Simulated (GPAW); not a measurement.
# WSi2P4 monolayer in an electric field

How does WSi2P4 monolayer screen a perpendicular field?

Main program and level: GPAW 26.7.0; GPAW, PAW setups; layer in a repeated cell with vacuum, relaxation of atoms and in-plane cell, in the first sound run; inputs show where later runs differ.

## (1) Set-up

The cell holds 7 atoms: 4 P, 2 Si and 1 W. Its edges and angles: a = 3.480 Å, b = 3.480 Å, c = 22.511 Å, α = 90.0°, β = 90.0°, γ = 120.0°. Vacuum lies along c.

## (2) Relaxation

Forces are removed first; all later runs use this geometry.

File run.py:

```python
import json
import numpy as np
from ase import Atoms
from ase.filters import FrechetCellFilter
from ase.optimize import BFGS
from gpaw import GPAW, PW

slab = Atoms(
    ['P', 'Si', 'P', 'W', 'P', 'Si', 'P'],
    positions=[
        [0.00000, 0.00000, 7.00000],
        [-0.00000, 2.00918, 7.64444],
        [-0.00000, 2.00918, 9.75444],
        [0.00000, 0.00000, 11.25553],
        [-0.00000, 2.00918, 12.75661],
        [-0.00000, 2.00918, 14.86661],
        [0.00000, 0.00000, 15.51105]],
    cell=[[3.48, 0.0, 0.0], [-1.74, 3.01377, 0.0], [0.0, 0.0, 22.5111]],
    pbc=[True, True, True])

slab.calc = GPAW(mode=PW(600), xc='PBE', kpts={'size': (9, 9, 1), 'gamma': True},
                 occupations={'name': 'fermi-dirac', 'width': 0.05}, nbands='200%',
                 convergence={'density': 1e-05}, maxiter=200,
                 symmetry={'tolerance': 1e-3}, txt='slab.txt')
result = {}
# The in-plane cell is free; stress needs a cell that repeats along all three vectors
path = []
opt = BFGS(FrechetCellFilter(slab, mask=[1, 1, 0, 0, 0, 1]), maxstep=0.2)
opt.attach(lambda: path.append((slab.get_potential_energy(), slab.positions.tolist(), slab.get_forces().tolist())))
result['relaxed'] = bool(opt.run(fmax=0.02, steps=45))
result['path'] = path
result['cell'] = slab.cell.tolist()
print('in-plane lattice', slab.cell.cellpar().round(4)[[0, 1, 5]])
energy = slab.get_potential_energy()
fermi = slab.calc.get_fermi_level()
v = slab.calc.get_electrostatic_potential().mean((0, 1)) - fermi
n = slab.calc.get_pseudo_density().mean((0, 1))
L = slab.cell[2, 2]
z = np.arange(len(v)) * L / len(v)
low, high = slab.positions[:, 2].min(), slab.positions[:, 2].max()
below, above = np.interp([low - 4.8, high + 4.8], z, v)
slopes = [np.interp(x, z, np.gradient(v, z)) for x in (low - 4.8, high + 4.8)]
eps = np.array([[slab.calc.get_eigenvalues(k, s) for k in range(len(slab.calc.get_ibz_k_points()))]
                for s in range(slab.calc.get_number_of_spins())]) - fermi
top, bottom = eps[eps < 0].max(), eps[eps > 0].min()
dipole = slab.get_dipole_moment()[2]
print(f'energy {energy:.4f} eV, Fermi level {fermi:.4f} eV, dipole {dipole:.5f} e A')
print(f'potential 4.8 A off the faces, from the Fermi level: lower {below:.4f} eV, upper {above:.4f} eV')
print(f'slope of the potential there: lower {slopes[0]:.5f}, upper {slopes[1]:.5f} eV/A')
print(f'nearest levels on the mesh: {top:.4f} and {bottom:.4f} eV')
print('magnetic moment', round(slab.get_magnetic_moment(), 3))
result.update(energy=energy, fermi=fermi, dipole=dipole, below=below, above=above, slopes=slopes, edges=[top, bottom],
              z=z.tolist(), v=v.tolist(), n=n.tolist(), positions=slab.positions.tolist(),
              forces=slab.get_forces(apply_constraint=False).tolist(), moments=slab.get_magnetic_moments().tolist())
json.dump(result, open('result.json', 'w'))
```

The run is started by

```bash
> OMP_NUM_THREADS=1 OPENBLAS_NUM_THREADS=1 python run.py
```

The program printed:

```text
Step          Energy          fmax
BFGS:    0      -43.660972        3.611894
BFGS:    1      -44.351068        3.144981
BFGS:    2      -45.349911        1.279392
BFGS:    3      -45.395617        0.640853
BFGS:    4      -45.444451        0.573027
BFGS:    5      -45.501182        0.701730
BFGS:    6      -45.555841        0.686527
BFGS:    7      -45.594863        0.488793
BFGS:    8      -45.613336        0.350039
BFGS:    9      -45.620392        0.276568
BFGS:   10      -45.624909        0.210317
BFGS:   11      -45.632277        0.277561
BFGS:   12      -45.639106        0.238745
BFGS:   13      -45.642182        0.090564
BFGS:   14      -45.642584        0.011883
in-plane lattice [  3.4639   3.4639 120.    ]
energy -45.6426 eV, Fermi level 1.8901 eV, dipole -0.00089 e A
potential 4.8 A off the faces, from the Fermi level: lower 4.8238 eV, upper 4.8262 eV
slope of the potential there: lower -0.00077, upper -0.00063 eV/A
nearest levels on the mesh: -0.4252 and 0.4251 eV
magnetic moment 0.0
```

Wall time 18 min (1 thread of Arm Neoverse V1, shared host); peak memory 0.64 GiB.

Numbers from this step:

| Quantity | Value |
| --- | --- |
| dipole along the normal | -8.85e-4 e·Å |
| levels nearest the Fermi level on the mesh | -0.4252, 0.4251 eV from the Fermi level |

The electrostatic potential energy of an electron (without an applied field's), less the Fermi level, planar mean oscillates, so the rows of the table below give means over windows of 0.5 Å about each position, cut where the curve ends. Its maxima inside the range that stand out by 2 % of the span (Å: eV): 7.12: -11.5, 8.71: 1.16, 10.46: -7.47, 12.05: -7.47, 13.81: 1.16, 15.39: -11.5. Its minima: 6.60: -15.2, 7.47: -13.3, 9.85: -13.4, 11.26: -20.1, 12.66: -13.4, 15.04: -13.3, 15.92: -15.2.

Table of electrostatic potential energy of an electron (without an applied field's), less the Fermi level, planar mean by z; means over each step:

```
z (Å)  electrostatic potential energy of an electron (without an applied field's), less the Fermi level, planar mean (eV)
  0.0                                                                                                                4.82
  0.5                                                                                                                4.82
  1.0                                                                                                                4.82
  1.5                                                                                                                4.82
  2.0                                                                                                                4.82
  2.5                                                                                                                4.82
  3.0                                                                                                                4.82
  3.5                                                                                                                4.82
  4.0                                                                                                                4.79
  4.5                                                                                                                4.69
  5.0                                                                                                                4.23
  5.5                                                                                                                2.31
  6.0                                                                                                               -4.38
  6.5                                                                                                               -13.9
  7.0                                                                                                               -12.2
  7.5                                                                                                               -12.7
  8.0                                                                                                               -6.54
  8.5                                                                                                              0.0373
  9.0                                                                                                              -0.205
  9.5                                                                                                               -8.14
 10.0                                                                                                               -11.7
 10.5                                                                                                               -8.46
 11.0                                                                                                               -16.4
 11.5                                                                                                               -16.6
 12.0                                                                                                               -8.53
 12.5                                                                                                               -11.6
 13.0                                                                                                               -8.34
 13.5                                                                                                              -0.303
 14.0                                                                                                               0.124
 14.5                                                                                                               -6.36
 15.0                                                                                                               -12.7
 15.5                                                                                                               -12.1
 16.0                                                                                                               -13.9
 16.5                                                                                                               -4.62
 17.0                                                                                                                2.23
 17.5                                                                                                                4.22
 18.0                                                                                                                4.69
 18.5                                                                                                                4.79
 19.0                                                                                                                4.82
 19.5                                                                                                                4.83
 20.0                                                                                                                4.83
 20.5                                                                                                                4.83
 21.0                                                                                                                4.83
 21.5                                                                                                                4.83
 22.0                                                                                                                4.83
```

Pseudo valence density, planar mean against z:

```csv
z (Å),"pseudo valence density, planar mean (e/Å³)"
3,7.4e-5
4,0.00139
5,0.0262
6,0.249
7,0.425
8,0.189
9,0.189
10,0.349
11,1.01
12,0.480
13,0.272
14,0.152
15,0.270
16,0.306
17,0.103
18,0.00627
19,3.3e-4
20,1.8e-5
```

The relaxation lowered the energy of the cell by 1.99 eV (energies extrapolated to zero smearing; the optimiser's log prints free energies). The largest force left on a free atom is 0.012 eV/Å.

## (3) Plane waves, PBE

With the geometry fixed, the planar mean of the potential gives the vacuum level on each side.

This step: GPAW, PAW setups; slab in vacuum (GPAW 26.7.0).

The cell differs from the one that the last finished run ended in (c 22.511 → 23.465 Å).

run.py: that of step 2 with these lines changed.

```diff
@@ -3,4 +3,2 @@
 from ase import Atoms
-from ase.filters import FrechetCellFilter
-from ase.optimize import BFGS
 from gpaw import GPAW, PW
@@ -10,25 +8,18 @@
     positions=[
-        [0.00000, 0.00000, 7.00000],
-        [-0.00000, 2.00918, 7.64444],
-        [-0.00000, 2.00918, 9.75444],
-        [0.00000, 0.00000, 11.25553],
-        [-0.00000, 2.00918, 12.75661],
-        [-0.00000, 2.00918, 14.86661],
-        [0.00000, 0.00000, 15.51105]],
-    cell=[[3.48, 0.0, 0.0], [-1.74, 3.01377, 0.0], [0.0, 0.0, 22.5111]],
-    pbc=[True, True, True])
+        [0.00000, -0.00000, 7.00000],
+        [-0.00000, 1.99988, 8.03608],
+        [-0.00000, 1.99988, 10.30122],
+        [0.00000, 0.00000, 11.73232],
+        [-0.00000, 1.99988, 13.16341],
+        [-0.00000, 1.99988, 15.42855],
+        [0.00000, -0.00000, 16.46463]],
+    cell=[[3.46389, -0.0, 0.0], [-1.73194, 2.99982, 0.0], [0.0, 0.0, 23.4646]],
+    pbc=[True, True, False])
 
-slab.calc = GPAW(mode=PW(600), xc='PBE', kpts={'size': (9, 9, 1), 'gamma': True},
+slab.calc = GPAW(mode=PW(400), xc='PBE', kpts={'size': (9, 9, 1), 'gamma': True},
                  occupations={'name': 'fermi-dirac', 'width': 0.05}, nbands='200%',
                  convergence={'density': 1e-05}, maxiter=200,
+                 poissonsolver={'dipolelayer': 'xy'},
                  symmetry={'tolerance': 1e-3}, txt='slab.txt')
 result = {}
-# The in-plane cell is free; stress needs a cell that repeats along all three vectors
-path = []
-opt = BFGS(FrechetCellFilter(slab, mask=[1, 1, 0, 0, 0, 1]), maxstep=0.2)
-opt.attach(lambda: path.append((slab.get_potential_energy(), slab.positions.tolist(), slab.get_forces().tolist())))
-result['relaxed'] = bool(opt.run(fmax=0.02, steps=45))
-result['path'] = path
-result['cell'] = slab.cell.tolist()
-print('in-plane lattice', slab.cell.cellpar().round(4)[[0, 1, 5]])
 energy = slab.get_potential_energy()
```

The program printed:

```text
energy -45.6239 eV, Fermi level 1.6174 eV, dipole 0.00063 e A
potential 4.8 A off the faces, from the Fermi level: lower 4.8303 eV, upper 4.8198 eV
slope of the potential there: lower -0.00006, upper 0.00006 eV/A
nearest levels on the mesh: -0.4253 and 0.4251 eV
magnetic moment 0.0
```

It took 49 s on 1 thread; peak memory 0.23 GiB.

This step gave:

```yaml
dipole_along_the_normal: 6.30e-4 e·Å
levels_nearest_the_fermi_level_on_the_mesh: -0.4253, 0.4251 eV from the Fermi level
upper_work_function: 4.820 eV
lower_work_function: 4.830 eV
upper_ionisation_energy: 5.245 eV
```

The electrostatic potential energy of an electron (without an applied field's), less the Fermi level, planar mean oscillates, so the rows of the table below give means over windows of 1.68 Å about each position, cut where the curve ends. Its maxima inside the range that stand out by 2 % of the span (Å: eV): 7.5: -11.4, 9.2: 1.18, 10.9: -7.41, 12.6: -7.42, 14.2: 1.18, 15.9: -11.4. Its minima: 7.0: -15.2, 8.0: -13.4, 10.4: -13.3, 11.7: -20.1, 13.1: -13.3, 15.5: -13.4, 16.4: -15.2.

Electrostatic potential energy of an electron (without an applied field's), less the Fermi level, planar mean against z; means over each step:

```csv
z (Å),"electrostatic potential energy of an electron (without an applied field's), less the Fermi level, planar mean (eV)"
0.84,4.83
2.52,4.83
4.20,4.80
5.88,1.19
7.56,-12.5
9.24,-2.41
10.92,-12.3
12.60,-12.0
14.28,-2.37
15.96,-12.6
17.64,1.64
19.32,4.79
21.00,4.82
22.68,4.82
```

Table of pseudo valence density, planar mean by z:

| z (Å) | pseudo valence density, planar mean (e/Å³) |
| --- | --- |
| 3 | 1.9e-5 |
| 4 | 3.4e-4 |
| 5 | 0.00644 |
| 6 | 0.107 |
| 7 | 0.316 |
| 8 | 0.267 |
| 9 | 0.151 |
| 10 | 0.270 |
| 11 | 0.490 |
| 12 | 0.992 |
| 13 | 0.345 |
| 14 | 0.187 |
| 15 | 0.190 |
| 16 | 0.421 |
| 17 | 0.246 |
| 18 | 0.0249 |
| 19 | 0.00137 |
| 20 | 7.4e-5 |

The layer is gapped, so the Fermi level lies somewhere inside the gap, set by smearing and numerics, and these work functions are no property of the material; the band edges below the vacuum level are. The potential is flat to 5.7e-5 eV/Å where it is read, so the vacuum is wide enough.

## (4) In a field

A uniform field along the normal polarises the slab; the atoms stay fixed, so this is the electronic response alone.

run.py: that of step 3 with these lines changed.

```diff
@@ -4,2 +4,3 @@
 from gpaw import GPAW, PW
+from gpaw.external import ConstantElectricField
 
@@ -22,2 +23,3 @@
                  poissonsolver={'dipolelayer': 'xy'},
+                 external=ConstantElectricField(-0.2, [0, 0, 1]),
                  symmetry={'tolerance': 1e-3}, txt='slab.txt')
```

The program printed:

```text
energy -45.6368 eV, Fermi level 1.6159 eV, dipole -0.12966 e A
potential 4.8 A off the faces, from the Fermi level: lower 3.6987 eV, upper 5.9575 eV
slope of the potential there: lower 0.00000, upper 0.00014 eV/A
nearest levels on the mesh: -0.4254 and 0.4252 eV
magnetic moment 0.0
```

Run time: 3.1 min. Hardware: 1 thread; peak memory 0.39 GiB.

This step gave:

* dipole along the normal: -0.1297 e·Å
* levels nearest the Fermi level on the mesh: -0.4254, 0.4252 eV from the Fermi level
* potential below the slab, the applied field's own ramp left out: 3.699 eV from the Fermi level
* potential above the slab, the applied field's own ramp left out: 5.957 eV from the Fermi level

Electrostatic potential energy of an electron (without an applied field's), less the Fermi level, planar mean against z:

```csv
z (Å),"electrostatic potential energy of an electron (without an applied field's), less the Fermi level, planar mean (eV)"
0.0,4.83
0.5,3.70
1.0,3.70
1.5,3.70
2.0,3.70
2.5,3.70
3.0,3.70
3.5,3.70
4.0,3.69
4.5,3.67
5.0,3.58
5.5,3.15
6.0,1.30
6.5,-5.51
7.0,-15.9
7.5,-12.4
8.0,-14.0
8.5,-6.58
9.0,-0.0163
9.5,-0.462
10.0,-9.09
10.5,-12.1
11.0,-7.91
11.5,-17.4
12.0,-16.6
12.5,-7.50
13.0,-12.1
13.5,-7.60
14.0,0.676
14.5,0.759
15.0,-6.07
15.5,-12.7
16.0,-10.9
16.5,-13.8
17.0,-2.81
17.5,3.66
18.0,5.40
18.5,5.82
19.0,5.92
19.5,5.95
20.0,5.96
20.5,5.96
21.0,5.96
21.5,5.96
22.0,5.96
22.5,5.96
23.0,5.96
```

The dipole is now -0.130 e Å, against 6.3e-4 in the run without a field.

## (5) In a field

run.py: that of step 4 with these lines changed.

```diff
@@ -23,3 +23,3 @@
                  poissonsolver={'dipolelayer': 'xy'},
-                 external=ConstantElectricField(-0.2, [0, 0, 1]),
+                 external=ConstantElectricField(-0.1, [0, 0, 1]),
                  symmetry={'tolerance': 1e-3}, txt='slab.txt')
```

The program printed:

```text
energy -45.6271 eV, Fermi level 1.6170 eV, dipole -0.06481 e A
potential 4.8 A off the faces, from the Fermi level: lower 4.2614 eV, upper 5.3905 eV
slope of the potential there: lower -0.00003, upper 0.00011 eV/A
nearest levels on the mesh: -0.4253 and 0.4252 eV
magnetic moment 0.0
```

The job ended after 3.5 min (1 thread; peak memory 0.39 GiB).

This step gave:

| Property | Result |
| --- | --- |
| dipole along the normal | -0.06481 e·Å |
| levels nearest the Fermi level on the mesh | -0.4253, 0.4252 eV from the Fermi level |
| potential below the slab, the applied field's own ramp left out | 4.261 eV from the Fermi level |
| potential above the slab, the applied field's own ramp left out | 5.390 eV from the Fermi level |

The electrostatic potential energy of an electron (without an applied field's), less the Fermi level, planar mean oscillates, so the rows of the table below give means over windows of 1.68 Å about each position, cut where the curve ends. Its maxima inside the range that stand out by 2 % of the span (Å: eV): 7.5: -11.8, 9.2: 0.942, 10.9: -7.50, 12.6: -7.34, 14.2: 1.42, 15.9: -11.0. Its minima: 7.0: -15.6, 8.0: -13.7, 10.4: -13.4, 11.7: -20.1, 13.1: -13.2, 15.5: -13.0, 16.4: -14.7.

Electrostatic potential energy of an electron (without an applied field's), less the Fermi level, planar mean against z; means over each step:

z (Å), electrostatic potential energy of an electron (without an applied field's), less the Fermi level, planar mean (eV) and a bar from the least value:
```
     0.84        4.3 ############################
     2.52        4.3 ############################
     4.20        4.2 ############################
     5.88        0.7 ######################
     7.56      -12.9 
     9.24       -2.6 #################
    10.92      -12.4 #
    12.60      -11.9 ##
    14.28       -2.1 ##################
    15.96      -12.2 #
    17.64        2.2 #########################
    19.32        5.4 ##############################
    21.00        5.4 ##############################
    22.68        5.4 ##############################
```

The dipole is now -0.0648 e Å, against 6.3e-4 in the run without a field.

## (6) Field on

run.py: that of step 5 with these lines changed.

```diff
@@ -23,3 +23,3 @@
                  poissonsolver={'dipolelayer': 'xy'},
-                 external=ConstantElectricField(-0.1, [0, 0, 1]),
+                 external=ConstantElectricField(-0.05, [0, 0, 1]),
                  symmetry={'tolerance': 1e-3}, txt='slab.txt')
```

The program printed:

```text
energy -45.6247 eV, Fermi level 1.6173 eV, dipole -0.03240 e A
potential 4.8 A off the faces, from the Fermi level: lower 4.5430 eV, upper 5.1075 eV
slope of the potential there: lower -0.00004, upper 0.00006 eV/A
nearest levels on the mesh: -0.4253 and 0.4251 eV
magnetic moment 0.0
```

Run time: 3.8 min. Hardware: 1 thread; peak memory 0.39 GiB.

(Continued in part 2 of 2.)

[Logs are printed without paths, hosts, clocks, repeated set-up lines and the standing remarks that a program may print on its own settings, such as how far it seeks lower states.]

[Hosts, paths, dates, database ids (printed as entryN), source tags and the programs' standing remarks are cut or masked in the printed files.]
